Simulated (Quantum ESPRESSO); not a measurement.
Computed results, one entry a study.

## Collinear magnetic orders of NiWO4 with Quantum ESPRESSO

The structure is monoclinic, space group P2/c (No. 13). Conventional cell: a = 4.599 Å, b = 5.661 Å, c = 4.907 Å, α = 90.00°, β = 90.03°, γ = 90.00°. Ni has 6 O at 1.99 to 2.07 Å nearest. Nearest to W lie 6 O at 1.80 to 2.11 Å. O has 2 W at 1.96 to 2.11 Å and 1 Ni at 1.99 Å nearest. Nearest to O lie 1 W at 1.80 Å and 2 Ni at 2.06 to 2.07 Å. Farther neighbours and most contacts between anions are not listed.

```yaml
method: PBEsol with U = 6 eV on Ni d (ortho-atomic projectors); plane waves with GBRV 1.5 PBEsol potentials, no spin-orbit coupling, projections on orthogonalised atomic orbitals (and 2 further levels or steps)
program: Quantum ESPRESSO 7.5
settings_of_one_run: GBRV 1.5 PBEsol, cutoff 544.23 eV, 4×4×4 k-mesh, 76 bands, fermi-dirac occupations, smearing width 0.05 eV, collinear spin, SCF threshold 2.40e-8, Hubbard form dudarev, Hubbard projectors ortho-atomic, starting moments 2 -2 0 0 0 0 0 0 0 0 0 0 μB
cost: 4 runs, 6 min in all on 4 MPI ranks of Intel Xeon Platinum 8488C (Sapphire Rapids), shared host (the runs of this entry)
lowest_state_found: antiferromagnetic (from antiferro +-)
largest_site_moment: 1.69 μB
next_state_with_moments: ferromagnetic, 4.66 meV a seeded atom higher
```

The largest moment reads 1.69 μB in the sphere and 1.75 μB by Löwdin projection; a site moment hangs on how space is shared out. This is the lowest of 2 collinear or spinless starts, no proof of the ground state.

[Logs and program files are shortened in this print: banners, set-up blocks, solver, clock and traceback lines can be left out without a mark of their own.]

[Logs are printed without paths, hosts, clocks, repeated set-up lines and the standing remarks that a program may print on its own settings, such as how far it seeks lower states.]

[Hosts, paths, dates, database ids (printed as entryN), source tags and the programs' standing remarks are cut or masked in the printed files.]

[Where a cell is said to come from a database of computed structures, the database is the Materials Project.]
